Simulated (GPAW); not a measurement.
# Settings that the conductance of a C4 chain between two In chains needs

Wanted: a convergence study of zero-bias transport through a C4 chain between two In chains, with run times.

Calculated with GPAW 26.7.0; GPAW LCAO, PAW setups; Landauer transmission from Green's functions with principal layers (ASE), zero bias.

## 1. Set-up

The cell holds 14 atoms: 10 In and 4 C. Its edges and angles: a = 9.000 Å, b = 9.000 Å, c = 34.441 Å, α = 90.0°, β = 90.0°, γ = 90.0°. Regions: left lead, 5 atoms (5 In); channel, 4 atoms (4 C); right lead, 5 atoms (5 In). Vacuum lies along a and b. The structure is stacked along c, and the current runs across the ab planes.

## 2. Base settings

All settings start at ordinary values; they are then varied in turn, with meshes following the cell where its length changes.

File run.py:

```python
import json
import numpy as np
from ase import Atoms
from ase.transport.calculators import TransportCalculator
from gpaw import GPAW, FermiDirac
from gpaw.lcao.tools import get_lcao_hamiltonian
from scipy.linalg import eigh

# The junction with lead layers at both ends, along the third cell vector
device = Atoms(
    ['In', 'In', 'In', 'In', 'In', 'C', 'C', 'C', 'C', 'In', 'In', 'In', 'In', 'In'],
    positions=[
        [4.50000, 4.50000, 1.47500],
        [4.50000, 4.50000, 4.42500],
        [4.50000, 4.50000, 7.37500],
        [4.50000, 4.50000, 10.32500],
        [4.50000, 4.50000, 13.27500],
        [4.50000, 4.50000, 15.32070],
        [4.50000, 4.50000, 16.55070],
        [4.50000, 4.50000, 17.89070],
        [4.50000, 4.50000, 19.12070],
        [4.50000, 4.50000, 21.16640],
        [4.50000, 4.50000, 24.11640],
        [4.50000, 4.50000, 27.06640],
        [4.50000, 4.50000, 30.01640],
        [4.50000, 4.50000, 32.96640]],
    cell=[[9.0, 0.0, 0.0], [0.0, 9.0, 0.0], [0.0, 0.0, 34.4414]],
    pbc=True)

# One principal layer of the lead: the first 3 atoms of the device
lead = Atoms(
    ['In', 'In', 'In'],
    positions=[
        [4.50000, 4.50000, 1.47500],
        [4.50000, 4.50000, 4.42500],
        [4.50000, 4.50000, 7.37500]],
    cell=[[9.0, 0.0, 0.0], [0.0, 9.0, 0.0], [0.0, 0.0, 8.85]],
    pbc=True)

settings = dict(mode='lcao', basis='dzp', xc='LDA', h=0.2,
                occupations=FermiDirac(0.1), maxiter=250,
                mixer=dict(beta=0.1, nmaxold=8, weight=100.0),
                convergence=dict(density=0.0001))
energies = np.arange(-3, 3 + 1e-9, 0.075)
eta = 0.0001
n1, n2 = 1, 1
# k and -k transmit alike, so half of the mesh across the current serves
mesh = [(i, j) for i in range(n1) for j in range(n2) if (i, j) <= (-i % n1, -j % n2)]
weights = np.array([1 if (i, j) == (-i % n1, -j % n2) else 2 for i, j in mesh]) / (n1 * n2)

# [... helper functions left out ...]
fermi_lead = ground_state(lead, (1, 1, 13), 'lead.txt')
fermi_device = ground_state(device, (1, 1, 3), 'device.txt')
# [... loop over the mesh left out, but for ...]
        # Shift the lead onto the potential of the device's first layer
        shift = ((H[:, 0, 0] - H0[:, 0, 0]) / S0[0, 0]).real.mean()
# [...]
kT = 8.617333e-5 * 77
bias = [0.1, 0.2, 0.5, 1.0, 1.5, 2.0]
# [... integrals and printing left out ...]
```

Run with:

```
OMP_NUM_THREADS=1 OPENBLAS_NUM_THREADS=1 python run.py
```

The log of the run:

```text
basis functions: device 282, principal layer 69
Fermi level: lead -2.4627 eV, device -2.5639 eV; lead shifted by 0.0461 eV
largest coupling past the next layer 1.90e-06 eV, largest misfit of the first layer 0.039 eV
  E-E_F (eV)   T (one spin)  [channel counts left out]
    -3.000    1.0172e-03
    -2.925    1.0009e-03
    -2.850    9.8513e-04
    -2.775    9.6930e-04
    -2.700    9.5247e-04
    -2.625    9.3349e-04
    -2.550    9.1071e-04
    -2.475    8.8164e-04
    -2.400    8.4231e-04
    -2.325    7.8582e-04
    -2.250    6.9930e-04
    -2.175    5.5635e-04
    -2.100    2.9618e-04
    -2.025    9.0768e-10
    -1.950    7.3600e-10
    -1.875    3.1170e-09
[...]
2.475    1.6061e+00
     2.550    1.5765e+00
     2.625    1.5411e+00
     2.700    1.4951e+00
     2.775    1.4331e+00
     2.850    1.3497e+00
     2.925    1.2406e+00
     3.000    1.1039e+00
conductance at 77 K: 1.0582 G0 a cell; thermopower -5.289 uV/K
current from the zero-bias T(E) at 0.1 V: 8.2696 uA
current from the zero-bias T(E) at 0.2 V: 15.708 uA
current from the zero-bias T(E) at 0.5 V: 32.845 uA
current from the zero-bias T(E) at 1.0 V: 61.889 uA
current from the zero-bias T(E) at 1.5 V: 94.214 uA
current from the zero-bias T(E) at 2.0 V: 129.43 uA
```

Elapsed: 42 s, on 1 thread of Arm Neoverse V2, shared host; peak memory 1.1 GiB.

This step gave:

| Item | Value |
| --- | --- |
| conductance | 1.058 G₀ |
| thermopower | -5.289 μV/K |
| largest coupling past the next principal layer | 1.90e-6 eV |
| largest misfit of the first principal layer | 0.03913 eV |
| shift that aligns the lead | 0.04607 eV |
| basis functions of the junction | 282 |
| basis functions of a principal layer | 69 |
| transmission at the Fermi level (one spin) | 1.054 |

One spin. The transmission, zone mean by energy, zero at the Fermi level:

```tsv
energy (eV)	transmission, zone mean
-3.00	0.00102
-2.85	9.9e-4
-2.70	9.5e-4
-2.55	9.1e-4
-2.33	7.9e-4
-2.17	5.6e-4
-2.02	9.1e-10
-1.88	3.1e-9
-1.73	1.4e-7
-1.57	2.5e-10
-1.35	4.6e-11
-1.20	6.2e-5
-1.05	2.4e-4
-0.90	3.4e-4
-0.75	4.0e-4
-0.60	4.4e-4
-0.38	4.9e-4
-0.23	5.1e-4
-0.07	0.877
0.00	1.05
0.07	1.33
0.23	1.50
0.38	1.47
0.60	1.65
0.75	1.77
0.90	1.83
1.05	1.85
1.20	1.86
1.35	1.88
1.57	1.90
1.73	1.89
1.88	1.85
2.02	1.80
2.17	1.73
2.33	1.66
2.55	1.58
2.70	1.50
2.85	1.35
3.00	1.10
```

Not self-consistent under bias; the bias window is split evenly. The current through one cell, from the zero-bias transmission by bias:

```tsv
bias (V)	current through one cell, from the zero-bias transmission (μA)
0.100	8.27
0.200	15.7
0.500	32.8
1.000	61.9
1.500	94.2
2.000	129
```

Couplings past the next layer reach 1.9e-6 eV, small enough to drop; the matrix elements of the cell's first layer differ from the bulk lead's by up to 0.039 eV. That layer keeps its own values in the calculation, and only beyond it is the lead taken as perfect. The Fermi levels of lead and junction count from different zeros of potential, one for each periodic cell; with both set to zero, the small remaining shift is what aligns them. By hand: G = 1.058 × 77.48 μS = 82.0 μS, a resistance of 12.2 kΩ; at 0.1 V a linear junction would pass 8.20 μA, and the integral over the bias window gives 8.27 μA. Mott's formula, S = -(π²/3)(k_B²T/e) d ln T/dE, has the prefactor 1.88 μV/K·eV at 77 K; T = 0.8766 at -0.075 eV and 1.334 at 0.075 eV give a slope of 2.80 per eV and S = -5.26 μV/K, beside -5.29 μV/K from the thermal integral, which interpolates the same grid.

## 3. Varying the k-points along the junction cell: kz = 1

The junction cell repeats along the current in the SCF; more points there keep its states from feeling the period.

Edit run.py of step 2 so:

```diff
@@ -52,3 +52,3 @@
 fermi_lead = ground_state(lead, (1, 1, 13), 'lead.txt')
-fermi_device = ground_state(device, (1, 1, 3), 'device.txt')
+fermi_device = ground_state(device, (1, 1, 1), 'device.txt')
 # [... loop over the mesh left out, but for ...]
```

The log of the run:

```text
basis functions: device 282, principal layer 69
Fermi level: lead -2.4627 eV, device -2.5662 eV; lead shifted by 0.0462 eV
largest coupling past the next layer 1.90e-06 eV, largest misfit of the first layer 0.038 eV
  E-E_F (eV)   T (one spin)  [channel counts left out]
    -3.000    1.0196e-03
    -2.925    1.0031e-03
    -2.850    9.8723e-04
    -2.775    9.7122e-04
    -2.700    9.5422e-04
    -2.625    9.3504e-04
    -2.550    9.1205e-04
    -2.475    8.8278e-04
    -2.400    8.4325e-04
    -2.325    7.8658e-04
    -2.250    6.9991e-04
    -2.175    5.5691e-04
    -2.100    2.9690e-04
    -2.025    9.1094e-10
    -1.950    7.3402e-10
    -1.875    3.0922e-09
[...]
2.475    1.6059e+00
     2.550    1.5758e+00
     2.625    1.5400e+00
     2.700    1.4938e+00
     2.775    1.4319e+00
     2.850    1.3491e+00
     2.925    1.2411e+00
     3.000    1.1060e+00
conductance at 77 K: 1.0624 G0 a cell; thermopower -5.163 uV/K
current from the zero-bias T(E) at 0.1 V: 8.3036 uA
current from the zero-bias T(E) at 0.2 V: 15.766 uA
current from the zero-bias T(E) at 0.5 V: 32.909 uA
current from the zero-bias T(E) at 1.0 V: 61.999 uA
current from the zero-bias T(E) at 1.5 V: 94.312 uA
current from the zero-bias T(E) at 2.0 V: 129.49 uA
```

Run time: 34 s. Hardware: 1 thread; peak memory 1.1 GiB.

Numbers from this step:

* conductance: 1.062 G₀
* thermopower: -5.163 μV/K
* largest misfit of the first principal layer: 0.03806 eV
* shift that aligns the lead: 0.04622 eV
* transmission at the Fermi level (one spin): 1.058

One spin. Table of transmission, zone mean by energy, zero at the Fermi level:

```tsv
energy (eV)	transmission, zone mean
-3.00	0.00102
-2.85	9.9e-4
-2.70	9.5e-4
-2.55	9.1e-4
-2.33	7.9e-4
-2.17	5.6e-4
-2.02	9.1e-10
-1.88	3.1e-9
-1.73	1.4e-7
-1.57	2.5e-10
-1.35	4.6e-11
-1.20	6.2e-5
-1.05	2.4e-4
-0.90	3.4e-4
-0.75	4.0e-4
-0.60	4.5e-4
-0.38	4.9e-4
-0.23	5.1e-4
-0.07	0.886
0.00	1.06
0.07	1.33
0.23	1.50
0.38	1.48
0.60	1.65
0.75	1.77
0.90	1.83
1.05	1.85
1.20	1.86
1.35	1.88
1.57	1.89
1.73	1.89
1.88	1.85
2.02	1.80
2.17	1.73
2.33	1.66
2.55	1.58
2.70	1.49
2.85	1.35
3.00	1.11
```

Not self-consistent under bias; the bias window is split evenly. Table of current through one cell, from the zero-bias transmission by bias:

```tsv
bias (V)	current through one cell, from the zero-bias transmission (μA)
0.100	8.30
0.200	15.8
0.500	32.9
1.000	62.0
1.500	94.3
2.000	129
```

The conductance, 1.06 G₀, lies 0.4 % above that of the base run.

## 4. K-points along the junction cell: kz = 2

Edit run.py of step 3 so:

```diff
@@ -52,3 +52,3 @@
 fermi_lead = ground_state(lead, (1, 1, 13), 'lead.txt')
-fermi_device = ground_state(device, (1, 1, 1), 'device.txt')
+fermi_device = ground_state(device, (1, 1, 2), 'device.txt')
 # [... loop over the mesh left out, but for ...]
```

The log of the run:

```text
basis functions: device 282, principal layer 69
Fermi level: lead -2.4627 eV, device -2.5639 eV; lead shifted by 0.0461 eV
largest coupling past the next layer 1.90e-06 eV, largest misfit of the first layer 0.039 eV
  E-E_F (eV)   T (one spin)  [channel counts left out]
    -3.000    1.0172e-03
    -2.925    1.0009e-03
    -2.850    9.8514e-04
    -2.775    9.6930e-04
    -2.700    9.5247e-04
    -2.625    9.3349e-04
    -2.550    9.1070e-04
    -2.475    8.8163e-04
    -2.400    8.4230e-04
    -2.325    7.8581e-04
    -2.250    6.9929e-04
    -2.175    5.5635e-04
    -2.100    2.9620e-04
    -2.025    9.0779e-10
    -1.950    7.3588e-10
    -1.875    3.1158e-09
[...]
2.475    1.6061e+00
     2.550    1.5765e+00
     2.625    1.5411e+00
     2.700    1.4951e+00
     2.775    1.4331e+00
     2.850    1.3497e+00
     2.925    1.2406e+00
     3.000    1.1040e+00
conductance at 77 K: 1.0582 G0 a cell; thermopower -5.286 uV/K
current from the zero-bias T(E) at 0.1 V: 8.2694 uA
current from the zero-bias T(E) at 0.2 V: 15.708 uA
current from the zero-bias T(E) at 0.5 V: 32.844 uA
current from the zero-bias T(E) at 1.0 V: 61.887 uA
current from the zero-bias T(E) at 1.5 V: 94.212 uA
current from the zero-bias T(E) at 2.0 V: 129.43 uA
```

Wall time 43 s (1 thread); peak memory 1.1 GiB.

Numbers from this step:

```
conductance                                 : 1.058 G₀
thermopower                                 : -5.286 μV/K
largest misfit of the first principal layer : 0.03911 eV
shift that aligns the lead                  : 0.04608 eV
transmission at the Fermi level (one spin)  : 1.054
```

One spin. Table of transmission, zone mean by energy, zero at the Fermi level:

(Unchanged from step 2.)

Not self-consistent under bias; the bias window is split evenly. Table of current through one cell, from the zero-bias transmission by bias:

```tsv
bias (V)	current through one cell, from the zero-bias transmission (μA)
0.100	8.27
0.200	15.7
0.500	32.8
1.000	61.9
1.500	94.2
2.000	129
```

The conductance equals that of the base run to 0.2 %.

## 5. Varying the k-points along the junction cell: kz = 6

Edit run.py of step 4 so:

```diff
@@ -52,3 +52,3 @@
 fermi_lead = ground_state(lead, (1, 1, 13), 'lead.txt')
-fermi_device = ground_state(device, (1, 1, 2), 'device.txt')
+fermi_device = ground_state(device, (1, 1, 6), 'device.txt')
 # [... loop over the mesh left out, but for ...]
```

The log of the run:

```text
basis functions: device 282, principal layer 69
Fermi level: lead -2.4627 eV, device -2.5639 eV; lead shifted by 0.0461 eV
largest coupling past the next layer 1.90e-06 eV, largest misfit of the first layer 0.039 eV
  E-E_F (eV)   T (one spin)  [channel counts left out]
    -3.000    1.0172e-03
    -2.925    1.0009e-03
    -2.850    9.8513e-04
[...]
2.925    1.2406e+00
     3.000    1.1039e+00
conductance at 77 K: 1.0582 G0 a cell; thermopower -5.289 uV/K
current from the zero-bias T(E) at 0.1 V: 8.2696 uA
current from the zero-bias T(E) at 0.2 V: 15.708 uA
current from the zero-bias T(E) at 0.5 V: 32.845 uA
current from the zero-bias T(E) at 1.0 V: 61.889 uA
current from the zero-bias T(E) at 1.5 V: 94.214 uA
current from the zero-bias T(E) at 2.0 V: 129.43 uA
```

Elapsed: 52 s, on 1 thread; peak memory 1.1 GiB.

One spin. Transmission, zone mean against energy, zero at the Fermi level:

```tsv
energy (eV)	transmission, zone mean
-3.0000	0.00102
-2.7750	9.7e-4
-2.4750	8.8e-4
-2.2500	7.0e-4
-2.0250	9.1e-10
-1.7250	1.4e-7
-1.5000	8.6e-11
-1.2750	9.8e-11
-0.9750	3.0e-4
-0.7500	4.0e-4
-0.5250	4.6e-4
-0.2250	5.1e-4
0.0000	1.05
0.2250	1.50
0.5250	1.58
0.7500	1.77
0.9750	1.84
1.2750	1.87
1.5000	1.89
1.5750	1.90
1.7250	1.89
2.0250	1.80
2.2500	1.69
2.4750	1.61
2.7750	1.43
3.0000	1.10
```

The conductance equals that of the base run to 0.2 %.

## 6. Convergence in the k-points along the junction cell

The runs and the base run on one axis.

This step: convergence of the conductance (GPAW 26.7.0).

Table of conductance by k-points along the junction cell:

```tsv
k-points along the junction cell	conductance (G₀)
1.00	1.06
2.00	1.06
3.00	1.06
6.00	1.06
```

## 7. Broadening: eta = 1e-06

The broadening keeps the Green's functions finite; too large a value absorbs electrons where channels are open and leaks them where none are.

This step: GPAW LCAO, PAW setups; Landauer transmission from Green's functions with principal layers (ASE), zero bias (GPAW 26.7.0).

Edit run.py of step 5 so:

```diff
@@ -44,3 +44,3 @@
 energies = np.arange(-3, 3 + 1e-9, 0.075)
-eta = 0.0001
+eta = 1e-06
 n1, n2 = 1, 1
@@ -52,3 +52,3 @@
 fermi_lead = ground_state(lead, (1, 1, 13), 'lead.txt')
-fermi_device = ground_state(device, (1, 1, 6), 'device.txt')
+fermi_device = ground_state(device, (1, 1, 3), 'device.txt')
 # [... loop over the mesh left out, but for ...]
```

The log of the run:

```text
basis functions: device 282, principal layer 69
Fermi level: lead -2.4627 eV, device -2.5639 eV; lead shifted by 0.0461 eV
largest coupling past the next layer 1.90e-06 eV, largest misfit of the first layer 0.039 eV
  E-E_F (eV)   T (one spin)  [channel counts left out]
    -3.000    1.0180e-03
    -2.925    1.0016e-03
    -2.850    9.8584e-04
    -2.775    9.6998e-04
    -2.700    9.5314e-04
    -2.625    9.3414e-04
    -2.550    9.1133e-04
    -2.475    8.8223e-04
    -2.400    8.4286e-04
    -2.325    7.8631e-04
    -2.250    6.9971e-04
    -2.175    5.5665e-04
    -2.100    2.9630e-04
    -2.025    9.0768e-14
    -1.950    7.3600e-14
    -1.875    3.1170e-13
[...]
2.475    1.6081e+00
     2.550    1.5784e+00
     2.625    1.5430e+00
     2.700    1.4971e+00
     2.775    1.4350e+00
     2.850    1.3515e+00
     2.925    1.2423e+00
     3.000    1.1056e+00
conductance at 77 K: 1.0621 G0 a cell; thermopower -5.27 uV/K
current from the zero-bias T(E) at 0.1 V: 8.3006 uA
current from the zero-bias T(E) at 0.2 V: 15.766 uA
current from the zero-bias T(E) at 0.5 V: 32.95 uA
current from the zero-bias T(E) at 1.0 V: 62.053 uA
current from the zero-bias T(E) at 1.5 V: 94.436 uA
current from the zero-bias T(E) at 2.0 V: 129.71 uA
```

It took 43 s on 1 thread; peak memory 1.1 GiB.

Numbers from this step:

```
conductance                                : 1.062 G₀
thermopower                                : -5.270 μV/K
transmission at the Fermi level (one spin) : 1.058
```

One spin. Table of transmission, zone mean by energy, zero at the Fermi level:

energy (eV), transmission, zone mean and a bar:
```
    -3.00       0.00 
    -2.77       0.00 
    -2.55       0.00 
    -2.40       0.00 
    -2.17       0.00 
    -1.95       0.00 
    -1.73       0.00 
    -1.57       0.00 
    -1.35       0.00 
    -1.12       0.00 
    -0.90       0.00 
    -0.75       0.00 
    -0.53       0.00 
    -0.30       0.00 
    -0.07       0.88 ##############
     0.00       1.06 #################
     0.07       1.34 #####################
     0.30       1.49 #######################
     0.53       1.58 #########################
     0.75       1.77 ############################
     0.90       1.83 #############################
     1.12       1.86 #############################
     1.35       1.88 ##############################
     1.57       1.90 ##############################
     1.73       1.89 ##############################
     1.95       1.83 #############################
     2.17       1.73 ###########################
     2.40       1.64 ##########################
     2.55       1.58 #########################
     2.77       1.44 #######################
     3.00       1.11 #################
```

Not self-consistent under bias; the bias window is split evenly. The current through one cell, from the zero-bias transmission by bias:

```tsv
bias (V)	current through one cell, from the zero-bias transmission (μA)
0.100	8.30
0.200	15.8
0.500	32.9
1.000	62.1
1.500	94.4
2.000	130
```

The conductance, 1.06 G₀, lies 0.4 % above that of the base run.

## 8. Broadening: eta = 0.001

Edit run.py of step 7 so:

```diff
@@ -44,3 +44,3 @@
 energies = np.arange(-3, 3 + 1e-9, 0.075)
-eta = 1e-06
+eta = 0.001
 n1, n2 = 1, 1
```

The log of the run:

```text
basis functions: device 282, principal layer 69
Fermi level: lead -2.4627 eV, device -2.5639 eV; lead shifted by 0.0461 eV
largest coupling past the next layer 1.90e-06 eV, largest misfit of the first layer 0.039 eV
  E-E_F (eV)   T (one spin)  [channel counts left out]
    -3.000    1.0105e-03
    -2.925    9.9433e-04
    -2.850    9.7876e-04
    -2.775    9.6309e-04
    -2.700    9.4645e-04
    -2.625    9.2766e-04
    -2.550    9.0511e-04
    -2.475    8.7632e-04
    -2.400    8.3736e-04
    -2.325    7.8136e-04
    -2.250    6.9554e-04
    -2.175    5.5365e-04
    -2.100    2.9505e-04
    -2.025    9.0733e-08
    -1.950    7.3594e-08
    -1.875    3.1165e-07
[...]
2.475    1.5882e+00
     2.550    1.5587e+00
     2.625    1.5234e+00
     2.700    1.4776e+00
     2.775    1.4159e+00
     2.850    1.3330e+00
     2.925    1.2247e+00
     3.000    1.0893e+00
conductance at 77 K: 1.0232 G0 a cell; thermopower -5.462 uV/K
current from the zero-bias T(E) at 0.1 V: 7.9929 uA
current from the zero-bias T(E) at 0.2 V: 15.194 uA
current from the zero-bias T(E) at 0.5 V: 31.914 uA
current from the zero-bias T(E) at 1.0 V: 60.413 uA
current from the zero-bias T(E) at 1.5 V: 92.223 uA
current from the zero-bias T(E) at 2.0 V: 126.93 uA
```

The job ended after 43 s (1 thread; peak memory 1.1 GiB).

This step gave:

```yaml
conductance: 1.023 G₀
thermopower: -5.462 μV/K
transmission_at_the_fermi_level_one_spin: 1.020
```

One spin. The transmission, zone mean by energy, zero at the Fermi level:

```tsv
energy (eV)	transmission, zone mean
-3.00	0.00101
-2.85	9.8e-4
-2.70	9.5e-4
-2.55	9.1e-4
-2.33	7.8e-4
-2.17	5.5e-4
-2.02	9.1e-8
-1.88	3.1e-7
-1.73	1.4e-5
-1.57	2.5e-8
-1.35	4.6e-9
-1.20	6.2e-5
-1.05	2.4e-4
-0.90	3.4e-4
-0.75	4.0e-4
-0.60	4.4e-4
-0.38	4.8e-4
-0.23	5.1e-4
-0.07	0.840
0.00	1.02
0.07	1.30
0.23	1.46
0.38	1.45
0.60	1.62
0.75	1.74
0.90	1.80
1.05	1.83
1.20	1.84
1.35	1.85
1.57	1.87
1.73	1.87
1.88	1.83
2.02	1.78
2.17	1.71
2.33	1.64
2.55	1.56
2.70	1.48
2.85	1.33
3.00	1.09
```

Not self-consistent under bias; the bias window is split evenly. The current through one cell, from the zero-bias transmission by bias:

```tsv
bias (V)	current through one cell, from the zero-bias transmission (μA)
0.100	7.99
0.200	15.2
0.500	31.9
1.000	60.4
1.500	92.2
2.000	127
```

The conductance, 1.02 G₀, lies 3.3 % below that of the base run.

## 9. Broadening: eta = 0.01

Edit run.py of step 8 so:

```diff
@@ -44,3 +44,3 @@
 energies = np.arange(-3, 3 + 1e-9, 0.075)
-eta = 0.001
+eta = 0.01
 n1, n2 = 1, 1
```

The log of the run:

```text
basis functions: device 282, principal layer 69
Fermi level: lead -2.4627 eV, device -2.5639 eV; lead shifted by 0.0461 eV
largest coupling past the next layer 1.90e-06 eV, largest misfit of the first layer 0.039 eV
  E-E_F (eV)   T (one spin)  [channel counts left out]
    -3.000    9.4565e-04
    -2.925    9.3115e-04
    -2.850    9.1721e-04
[...]
2.925    1.0772e+00
     3.000    9.5357e-01
conductance at 77 K: 0.72992 G0 a cell; thermopower -7.402 uV/K
current from the zero-bias T(E) at 0.1 V: 5.6715 uA
current from the zero-bias T(E) at 0.2 V: 10.913 uA
current from the zero-bias T(E) at 0.5 V: 24.034 uA
current from the zero-bias T(E) at 1.0 V: 47.619 uA
current from the zero-bias T(E) at 1.5 V: 74.707 uA
current from the zero-bias T(E) at 2.0 V: 104.74 uA
```

Run time: 41 s. Hardware: 1 thread; peak memory 1.1 GiB.

The conductance, 0.730 G₀, lies 31 % below that of the base run.

(Continued in part 2 of 3.)

[Logs are printed without paths, hosts, clocks, repeated set-up lines and the standing remarks that a program may print on its own settings, such as how far it seeks lower states.]

[Hosts, paths, dates, database ids (printed as entryN), source tags and the programs' standing remarks are cut or masked in the printed files.]
